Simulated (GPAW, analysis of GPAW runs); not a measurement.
## Reproducing a measured hyperfine coupling: N2V- centre in diamond (GPAW)

How near does this set-up come to the measured hyperfine coupling? Subject: N2V- centre in diamond. Set-up: PBE, plane waves 500 eV, 64-site cell, PBE lattice, k: the zone centre alone. The model is a cell of 64 host atoms with 1 site emptied, N put on another atom's site and N put on another atom's site. The isotropic coupling follows from the spin density at the nucleus, the nuclear g-factor and the total spin. This set-up takes another sampling or smearing than the usual one for this cell.

Measured beforehand: 15N, isotropic: 4.02 MHz, by EPR (“Electron paramagnetic resonance of the N2V− defect in 15N-doped synthetic diamond”, 2015, B. L. Green et al.). 13C, the two neighbours of the vacancy, isotropic: 240.7 MHz, by EPR (“Electron paramagnetic resonance of the N2V− defect in 15N-doped synthetic diamond”, 2015, B. L. Green et al.).

Method: GPAW plane-wave PAW DFT, PBE; relaxation of all atoms of a defect supercell, in GPAW 26.7.0.

### Step 1. Set-up

The cell holds 63 atoms: 61 C and 2 N. Its edges and angles: a = 7.144 Å, b = 7.144 Å, c = 7.144 Å, α = 90.0°, β = 90.0°, γ = 90.0°. It derives from C (space group Fd-3m). Nearest the centre at fractional (0.375, 0.375, 0.375): C48 at 1.53 Å, C41 at 1.55 Å, N4 at 1.56 Å, N26 at 1.56 Å, C45 at 2.51 Å, C52 at 2.51 Å, C14 at 2.51 Å, C13 at 2.52 Å. The cell carries charge −1.

The host's primitive cell comes from a first run (GPAW plane-wave PAW DFT, PBE; relaxation of cell and atoms of a defect-free cell): vectors of 2.526, 2.526 and 2.526 Å. That is 5.70 Å³ an atom, 0.4 % over the diffraction cell's volume. The supercell is built on it.

### Step 2. Relaxation, charge −1

Every later number rests on the structure around the defect, so the atoms are relaxed at the host's lattice first.

The input, run.py:

```python
import numpy as np
from ase.io import read, write
from ase.parallel import parprint, world
from gpaw import GPAW, PW
from ase.optimize import BFGS

atoms = read('POSCAR')
magmoms = np.zeros(len(atoms))
magmoms[[3, 25, 40, 47]] = 1 / 4
atoms.set_initial_magnetic_moments(magmoms)
calc = GPAW(mode=PW(500),
            xc='PBE',
            kpts={'size': (1, 1, 1), 'gamma': True},
            charge=-1,
            occupations={'name': 'fermi-dirac', 'width': 0.01, 'fixmagmom': True},
            nbands=136,
            convergence={'density': 1e-05, 'forces': 0.001},
            maxiter=150,
            symmetry='off',
            txt='gpaw.txt')
atoms.calc = calc
opt = BFGS(atoms, trajectory='relax.traj', logfile='-')
done = opt.run(fmax=0.02, steps=80)
parprint('Converged:', done)
energy = atoms.get_potential_energy()
forces = atoms.get_forces()
parprint(f'Energy: {energy:.6f} eV, largest force {np.linalg.norm(forces, axis=1).max():.4f} eV/A')
calc.write('gs.gpw')
write('final.xyz', atoms)
parprint('Moments:', atoms.get_magnetic_moments().round(3))
for s in range(calc.get_number_of_spins()):
    parprint('Levels (eV), spin', s, calc.get_eigenvalues(kpt=0, spin=s)[-16:].round(3))
```

The input, POSCAR:

```
C  N  C  N  C 
 1.0000000000000000
     7.1439157092096872   -0.0000000000000009   -0.0000000000000000
     0.0000000000000000    7.1439157092096899   -0.0000000000000000
    -0.0000000000000009   -0.0000000000000009    7.1439157092096899
 C   N   C   N   C  
   3   1  21   1  37
Direct
 -0.0024423288817241  0.0013263624645391  0.2503368507226835
  0.0011600365689381  0.2497888858372300  0.0025391780864806
  0.2484545595425785  0.0018167693354844  0.0014658243543256
  0.2472592220344456  0.2494624272610047  0.2498080994406927
  0.1264064672380145  0.1230923039735542  0.3735099587044947
  0.1236217553696421  0.3773425961094956  0.1243289099315422
  0.3743701876563381  0.1247528550319716  0.1222833967003699
  0.0024317218605268 -0.0009174257156428  0.7489594540093268
 -0.0011031875214580  0.2483716359729821  0.4980077447271599
  0.2496430183512346 -0.0016358844746288  0.4977563156103766
  0.2526190272687562  0.2508751570927540  0.7495390496004413
  0.1242136516310081  0.1269097430128393  0.8768900301094398
  0.1242907507212790  0.3727388095101279  0.6235094762760243
  0.3757172580738477  0.1276662672890741  0.6245371441146836
  0.3730608366378100  0.3768859127807541  0.8742784354522307
  0.0020547413190369  0.4998117556294634  0.2518921632485048
  0.0003963567614636  0.7485787467699336  0.0023792054026642
  0.2519894215693594  0.4980556319517147 -0.0003151368905992
  0.2483908506665345  0.7481197781532513  0.2486911541887730
  0.1235035100143245  0.6258352304833897  0.3727862734402014
  0.1250569779985014  0.8770323258837154  0.1230754008942882
  0.3757401616641142  0.6233402197497157  0.1228704536169850
  0.3743910607268806  0.8732287092425542  0.3729192789815006
 -0.0025806279811107  0.4994976775854859  0.7509621364585837
 -0.0021768363461395  0.7511566917822439  0.4986729270472259
  0.2494648150398028  0.5025827542774371  0.5009384222969534
  0.2473470017976990  0.7500334237438208  0.7491066033968519
  0.1250298101280745  0.6274654826089544  0.8736740349549725
  0.1236507329619105  0.8759652156903303  0.6227448914466762
  0.3738177641154435  0.6256973557205110  0.6274400183486953
  0.3743854308830435  0.8771910247239830  0.8766307640401764
  0.5011998677777638  0.0011259283178218  0.2522650127941463
  0.4982092167064754  0.2500602850522942 -0.0021510775737544
  0.7478333240512964 -0.0015780440367415 -0.0008080629088863
  0.7526150346339769  0.2503413219347755  0.2490604408083262
  0.6271926984349193  0.1267105617961904  0.3753220675992081
  0.6235053217642164  0.3757696593418841  0.1227614203137366
  0.8742054919334701  0.1247402706044958  0.1223281139021782
  0.8775738073385349  0.3752579253932081  0.3760708249088242
  0.4979970510345438 -0.0019525162752700  0.7498835984833411
  0.4979610238552027  0.2498681986363949  0.5019138655227280
  0.7475347157059096 -0.0013040625309805  0.5002438613412016
  0.7486506405941968  0.2482451038922338  0.7517138391250264
  0.6227862533395025  0.1262926887994545  0.8761251480293831
  0.6236667677742439  0.3749418308589321  0.6225389461681295
  0.8748664568149421  0.1258372402648676  0.6276681212131422
  0.8757133291019275  0.3725075746898135  0.8760567187941712
  0.4972034916022036  0.4998755527813210  0.2499584285542923
  0.5019900824175406  0.7519536203150747  0.0002462103811749
  0.7474709671006318  0.4989479250029035  0.0005786236069352
  0.7523201749147247  0.7511308975827722  0.2489157779003163
  0.6240949956814362  0.6224245477377366  0.3743789600054727
  0.6246337981419422  0.8755060043460038  0.1222709830993828
  0.8755827401267522  0.6223338473176789  0.1243757233836444
  0.8723766490412180  0.8743214513741605  0.3757037605805138
  0.4984987791667434  0.4989010300118200  0.7520919553873497
  0.5010436859174083  0.7491488635965798  0.4975456239953840
  0.7522003323520907  0.5006289636666459  0.4983873562337510
  0.7525617867511468  0.7507945083852401  0.7508022997941264
  0.6248472922288957  0.6277029517237788  0.8757130274861157
  0.6266182644360337  0.8729514257676387  0.6260110590616468
  0.8747986269422340  0.6254397224015934  0.6222425064777392
  0.8767604172631279  0.8739223594180819  0.8768913746060087
```

The run is started by

```
OMP_NUM_THREADS=1 mpirun -n 4 gpaw python run.py > stdout
```

Output:

```text
__  _  _
 | _ |_)|_||  |
 |__||  | ||/\| - 26.7.0

Input parameters:
  mode=PW(ecut=500.0),
  charge=-1,
  convergence={'density': 1e-05, 'forces': 0.001},
  kpts=MonkhorstPack(size=(1, 1, 1), gamma=True),
  maxiter=150,
  nbands=136,
  occupations=Occupations(name='fermi-dirac', width=0.01, fixmagmom=True),
  symmetry=Symmetry(point_group=False, time_reversal=False),
  xc=XC(name='PBE')

Diagonalizing LCAO Hamiltonian
Converting LCAO to pw mode

                 C        C
            C  C     C C
         C   C C  C   C C
          C  C  C C  C   C
          CC     C C      C
       C    C C C    CCC
        C      C C     CC
         CCC C    C C C
          C N   C  C C   C
       C   C  C C  C  C
        C     C  C     C
           C        C

Atoms  # Å, Bohr magnetons
|    | symbol |         x |         y |         z |    initial magnetic moments |
|----|--------|-----------|-----------|-----------|-----------------------------|
|  0 |      C | -0.017448 |  0.009475 |  1.788385 | ( 0.0000,  0.0000,  0.0000) |
|  1 |      C |  0.008287 |  1.784471 |  0.018140 | ( 0.0000,  0.0000,  0.0000) |
|  2 |      C |  1.774938 |  0.012979 |  0.010472 | ( 0.0000,  0.0000,  0.0000) |
|  3 |      N |  1.766399 |  1.782139 |  1.784608 | ( 0.0000,  0.0000,  0.2500) |
|  4 |      C |  0.903037 |  0.879361 |  2.668324 | ( 0.0000,  0.0000,  0.0000) |
|  5 |      C |  0.883143 |  2.695704 |  0.888195 | ( 0.0000,  0.0000,  0.0000) |
|  6 |      C |  2.674469 |  0.891224 |  0.873582 | ( 0.0000,  0.0000,  0.0000) |
|  7 |      C |  0.017372 | -0.006554 |  5.350503 | ( 0.0000,  0.0000,  0.0000) |
|  8 |      C | -0.007881 |  1.774346 |  3.557725 | ( 0.0000,  0.0000,  0.0000) |
|  9 |      C |  1.783429 | -0.011687 |  3.555929 | ( 0.0000,  0.0000,  0.0000) |
| 10 |      C |  1.804689 |  1.792231 |  5.354644 | ( 0.0000,  0.0000,  0.0000) |
| 11 |      C |  0.887372 |  0.906633 |  6.264428 | ( 0.0000,  0.0000,  0.0000) |
| 12 |      C |  0.887923 |  2.662815 |  4.454299 | ( 0.0000,  0.0000,  0.0000) |
| 13 |      C |  2.684092 |  0.912037 |  4.461641 | ( 0.0000,  0.0000,  0.0000) |
| 14 |      C |  2.665115 |  2.692441 |  6.245771 | ( 0.0000,  0.0000,  0.0000) |
| 15 |      C |  0.014679 |  3.570613 |  1.799496 | ( 0.0000,  0.0000,  0.0000) |
| 16 |      C |  0.002832 |  5.347783 |  0.016997 | ( 0.0000,  0.0000,  0.0000) |
[...]
| 25 |      N |  1.782156 |  3.590409 |  3.578662 | ( 0.0000,  0.0000,  0.2500) |
[...]
Unit cell  # Å
| periodic |         x |         y |         z |  lengths |    angles |
|----------|-----------|-----------|-----------|----------|-----------|
|      yes |  7.143916 | -0.000000 | -0.000000 | 7.143916 | 90.000000 |
|      yes |  0.000000 |  7.143916 | -0.000000 | 7.143916 | 90.000000 |
|      yes | -0.000000 | -0.000000 |  7.143916 | 7.143916 | 90.000000 |

Number of symmetries: 1
Symmetry operations  # r_c * U_cc + t_c -> r_c
|   | kind |            matrix            |
|---|------|------------------------------|
| 0 |  E   |  1, 0, 0,  0, 1, 0,  0, 0, 1 |

BZ-sampling:
  Number of BZ points: 1
  Number of IBZ points: 1

  Monkhorst-Pack size: [1, 1, 1]
  Monkhorst-Pack shift: [0, 0, 0]

K-points  # in reciprocal-cell coordinates
|   |                                coordinates |     weight |
|---|--------------------------------------------|------------|
| 0 | (  0.00000000,   0.00000000,   0.00000000) | 1.00000000 |

Plane wave coefficients: 4586
Cutoff: 500.0 eV

Spin-components: 2 (collinear spins)
Bands:           136
Projectors:      315
Spin-degeneracy: 1
Datatype:        float64

Density:
  Valence electrons: 254.0
  Components: 2
  Grid points: [40 40 40]
  Charge: -1.0  # |e|

Potential:
  Grid points: [40 40 40]

species:
  C:
    name:    Carbon
    Z:       6.0
    valence: 4
    core:    2
    charge:  0.0  # [|e|]
    compensation charges:
      type: gauss
      rc: 0.20  # [Å]
      lmax: 2
    cutoffs:
      filter: 1.14  # [Å]
      core: 1.14  # [Å]
    projectors
    | kind |    occ | energy [eV] | rcut [Å] |
    |------|--------|-------------|----------|
    |   2s |  2.000 |     -13.751 |    0.635 |
    |   2p |  2.000 |      -5.284 |    0.635 |
    |    s |        |      13.461 |    0.635 |
    |    p |        |      21.927 |    0.635 |
    |    d |        |       0.000 |    0.635 |

    Using partial waves for C as LCAO basis

  N:
    name:    Nitrogen
    Z:       7.0
    valence: 5
    core:    2
    charge:  0.0  # [|e|]
    compensation charges:
      type: gauss
      rc: 0.18  # [Å]
      lmax: 2
    cutoffs:
      filter: 1.11  # [Å]
      core: 0.96  # [Å]
    projectors
    | kind |    occ | energy [eV] | rcut [Å] |
    |------|--------|-------------|----------|
    |   2s |  2.000 |     -18.583 |    0.603 |
    |   2p |  3.000 |      -7.089 |    0.529 |
    |    s |        |       8.629 |    0.603 |
    |    p |        |      20.123 |    0.529 |
    |    d |        |       0.000 |    0.577 |

    Using partial waves for N as LCAO basis

Reference energy: -65648.758053  # eV

eigensolver:
  PPCG
  Converge bands: occupied
  niter=2

density mixing:
  MSR1-Mixer
  Pratt-step length: 0.05
  Maximum mixing coefficient: 0.75
  Old densities: 10
  SVD Regularization: 0.005
  Good broyden scale: 1.0
  Trust region scale: 1.0
  Backstep threshold: 4.0
  History deletion threshold: 6.0
  Fourier metric: weight=20.0, sigma=0.015

occupation numbers:
  Fixed magnetic moment: 1.000
  Fermi-Dirac:
    width: 0.0100  # eV

poisson solver:
  ecut: 4000.0  # eV
  uniform background charge: -1.0  # electrons

xc functional:
  name: PBE with 2 nearest neighbor stencil

Initialization done in: 13.754 s

convergence criteria:
- Maximum integral of absolute [dens]ity change: 1e-05 electrons / valence electron
- Maximum change in the atomic [forces] across last 2 cycles: 0.001 eV/Ang OR
Maximum error relative to the maximum force is below inf
- Maximum [total energy] change in last 3 cyles: 0.0005 eV / valence electron
- Maximum integral of absolute [eigenst]ate change: 4e-08 eV^2 / valence electron
maximum number of iterations: 150

SCF iterations
|iter     | |      energy | eigst |  dens |force |  magmom |
|---------|-|-------------|-------|-------|------|---------|
|iter:   1| | -559.506951 | +0.13 |       |      |  +0.9993|
|iter:   2| | -557.350652 | -1.90 | -0.79 |      |  +0.9993|
|iter:   3| | -545.134538 | -1.19 | -0.82 |      |  +0.9998|
|iter:   4| | -545.096576 | -0.90 | -1.43 |      |  +0.9999|
|iter:   5| | -543.808785 | -1.41 | -1.75 |      |  +1.0000|
[...]
Unit cell  # Å
| periodic |         x |         y |         z |  lengths |    angles |
|----------|-----------|-----------|-----------|----------|-----------|
|      yes |  7.143916 | -0.000000 | -0.000000 | 7.143916 | 90.000000 |
|      yes |  0.000000 |  7.143916 | -0.000000 | 7.143916 | 90.000000 |
|      yes | -0.000000 | -0.000000 |  7.143916 | 7.143916 | 90.000000 |

Initialization done in: 1.390 s

convergence criteria:
- Maximum integral of absolute [dens]ity change: 1e-05 electrons / valence electron
- Maximum change in the atomic [forces] across last 2 cycles: 0.001 eV/Ang OR
Maximum error relative to the maximum force is below inf
- Maximum [total energy] change in last 3 cyles: 0.0005 eV / valence electron
- Maximum integral of absolute [eigenst]ate change: 4e-08 eV^2 / valence electron
maximum number of iterations: 150

SCF iterations
|iter     | |      energy | eigst |  dens |force |  magmom |
|---------|-|-------------|-------|-------|------|---------|
|iter:   1| | -545.405274c| -5.01 |       |      |  +0.9996|
|iter:   2| | -545.405247c| -6.70 | -3.74 |      |  +0.9996|
|iter:   3| | -545.405171c| -5.84 | -3.79 |      |  +0.9998|
|iter:   4| | -545.405166c| -7.02 | -4.12 |      |  +0.9999|
|iter:   5| | -545.405165c| -7.57c| -4.43 |      |  +0.9999|
|iter:   6| | -545.405165c| -7.66c| -4.74 |      |  +1.0000|
|iter:   7| | -545.405165c| -8.07c| -5.07c|-1.67 |  +1.0000|
|iter:   8| | -545.405165c| -8.71c| -5.35c|-3.19c|  +1.0000|

Converged in 8 steps
SCF loop duration: 15.957 s (1.995 s/step)
Energy contributions relative to reference atoms: (reference = -65648.758053)

Energy contributions:
  Kinetic:         538.162397
  Coulomb:        -473.152637
  Zero:              0.554023
  External:          0.000000
  Xc:             -610.968949
  Entropy:          -0.000000
  Spinorbit:         0.000000
  ----------------------------
  Free energy:    -545.405165
  Extrapolated:   -545.405165

dipole moment: (-3.747038, -3.077432, 24.744880)  # |e|*Ang

Total magnetic moment: (0.000000, 0.000000, 0.999997)

Local magnetic moments
|        x |        y |         z |
|----------|----------|-----------|
[...]
Fermi levels: 15.385, 14.538
Eigenvalues  # (at kpt = [0.000, 0.000, 0.000])
| band index |      eig [eV] | occ [0-1] |      eig [eV] | occ [0-1] |
|------------|---------------|-----------|---------------|-----------|
[...]
|        ... |               |           |               |           |
[...]
Gap: 1.064 eV
Transition (v -> c):
  (s=1, k=0, n=127, [0.00, 0.00, 0.00]) -> (s=0, k=0, n=128, [0.00, 0.00, 0.00])
No difference between direct/indirect transitions

Forces  # eV/Ang
|        x |        y |        z |
|----------|----------|----------|
[...]
C        C
            C  C     C C
         C   C C  C   C C
          C C   C C  C   C
          CC     C C      C
       C    CNC C    CCC
        C      C C    CCC
         CCC C    C C
          C N   C  C C   C
       C   C  C C  C  C
        C     C  C     C
           C        C

Atoms  # Å, Bohr magnetons
|    | symbol |         x |         y |         z |    initial magnetic moments |
|----|--------|-----------|-----------|-----------|-----------------------------|
[...]
|  3 |      N |  1.700417 |  1.701831 |  1.700040 | ( 0.0000,  0.0000,  0.0012) |
[...]
| 25 |      N |  1.700556 |  3.655997 |  3.654245 | ( 0.0000,  0.0000,  0.0012) |
[...]
| 55 |      C |  3.556804 |  3.562470 |  5.341837 | ( 0.0000,  0.0000,  0.0028) |
| 56 |      C |  3.556624 |  5.343434 |  3.560777 | ( 0.0000,  0.0000,  0.0028) |
| 57 |      C |  5.352447 |  3.571036 |  3.569220 | ( 0.0000,  0.0000,  0.0062) |
| 58 |      C |  5.350491 |  5.356802 |  5.354957 | ( 0.0000,  0.0000,  0.0003) |
| 59 |      C |  4.456640 |  4.463140 |  6.243627 | ( 0.0000,  0.0000, -0.0009) |
| 60 |      C |  4.456476 |  6.245487 |  4.461364 | ( 0.0000,  0.0000, -0.0009) |
| 61 |      C |  6.242396 |  4.466392 |  4.464622 | ( 0.0000,  0.0000, -0.0009) |
| 62 |      C |  6.247176 |  6.250885 |  6.249163 | ( 0.0000,  0.0000,  0.0004) |

Unit cell  # Å
| periodic |         x |         y |         z |  lengths |    angles |
|----------|-----------|-----------|-----------|----------|-----------|
|      yes |  7.143916 | -0.000000 | -0.000000 | 7.143916 | 90.000000 |
|      yes |  0.000000 |  7.143916 | -0.000000 | 7.143916 | 90.000000 |
|      yes | -0.000000 | -0.000000 |  7.143916 | 7.143916 | 90.000000 |

Initialization done in: 1.376 s

convergence criteria:
- Maximum integral of absolute [dens]ity change: 1e-05 electrons / valence electron
- Maximum change in the atomic [forces] across last 2 cycles: 0.001 eV/Ang OR
Maximum error relative to the maximum force is below inf
- Maximum [total energy] change in last 3 cyles: 0.0005 eV / valence electron
- Maximum integral of absolute [eigenst]ate change: 4e-08 eV^2 / valence electron
maximum number of iterations: 150

SCF iterations
|iter     | |      energy | eigst |  dens |force |  magmom |
|---------|-|-------------|-------|-------|------|---------|
|iter:   1| | -545.405314c| -5.49 |       |      |  +0.9997|
|iter:   2| | -545.405306c| -7.18 | -3.94 |      |  +0.9997|
|iter:   3| | -545.405279c| -6.38 | -3.99 |      |  +0.9998|
|iter:   4| | -545.405277c| -7.52c| -4.37 |      |  +0.9999|
|iter:   5| | -545.405277c| -7.72c| -4.68 |      |  +1.0000|
|iter:   6| | -545.405277c| -8.08c| -5.10c|-1.91 |  +1.0000|
|iter:   7| | -545.405277c| -8.64c| -5.42c|-2.96 |  +1.0000|
|iter:   8| | -545.405277c| -9.05c| -5.71c|-3.32c|  +1.0000|

Converged in 8 steps
SCF loop duration: 17.228 s (2.153 s/step)
Energy contributions relative to reference atoms: (reference = -65648.758053)

Energy contributions:
  Kinetic:         538.128671
  Coulomb:        -473.126488
  Zero:              0.554008
  External:          0.000000
  Xc:             -610.961469
  Entropy:          -0.000000
  Spinorbit:         0.000000
  ----------------------------
  Free energy:    -545.405277
  Extrapolated:   -545.405277

dipole moment: (-3.744012, -3.074187, 24.751630)  # |e|*Ang

Total magnetic moment: (0.000000, 0.000000, 0.999998)

Local magnetic moments
|        x |        y |         z |
|----------|----------|-----------|
[...]
Fermi levels: 15.385, 14.538
Eigenvalues  # (at kpt = [0.000, 0.000, 0.000])
| band index |      eig [eV] | occ [0-1] |      eig [eV] | occ [0-1] |
|------------|---------------|-----------|---------------|-----------|
[...]
|        ... |               |           |               |           |
[...]
|        128 |        15.862 |     0.000 |        15.871 |     0.000 |
|        129 |        15.989 |     0.000 |        16.010 |     0.000 |
|        130 |        16.015 |     0.000 |        16.024 |     0.000 |
|        131 |        16.123 |     0.000 |        16.128 |     0.000 |
|        132 |        16.185 |     0.000 |        16.197 |     0.000 |
|        133 |        16.211 |     0.000 |        16.252 |     0.000 |
|        134 |        16.396 |     0.000 |        16.408 |     0.000 |
|        135 |        16.565 |     0.000 |        16.573 |     0.000 |

Gap: 1.062 eV
Transition (v -> c):
  (s=1, k=0, n=127, [0.00, 0.00, 0.00]) -> (s=0, k=0, n=128, [0.00, 0.00, 0.00])
No difference between direct/indirect transitions

Forces  # eV/Ang
|        x |        y |        z |
|----------|----------|----------|
[...]
| -0.00339 | -0.00127 | -0.00481 |  # C   55
|  0.00010 | -0.00128 | -0.00427 |  # C   56
|  0.00046 | -0.00143 | -0.00004 |  # C   57
| -0.00029 |  0.00015 |  0.00103 |  # C   58
| -0.00462 | -0.00255 | -0.00001 |  # C   59
|  0.00035 | -0.00413 | -0.00477 |  # C   60
| -0.00136 | -0.00190 | -0.00327 |  # C   61
|  0.00015 |  0.00011 |  0.00051 |  # C   62

# Writing to gs.gpw (mode='')
```

It took 4.2 min on 4 MPI ranks of Intel Xeon Platinum 8375C at 2.90GHz (Ice Lake), shared host; peak memory 1.6 GiB; 17 min of CPU time.

(Part 1 of 2 ends here.)

[Logs are printed without paths, hosts, clocks, repeated set-up lines and the standing remarks that a program may print on its own settings, such as how far it seeks lower states.]

[Hosts, paths, dates, database ids (printed as entryN), source tags and the programs' standing remarks are cut or masked in the printed files.]

[For some hosts the program warned that the k-mesh of the response run may be too coarse for force constants and the static dielectric constant; such warnings are not shown here.]
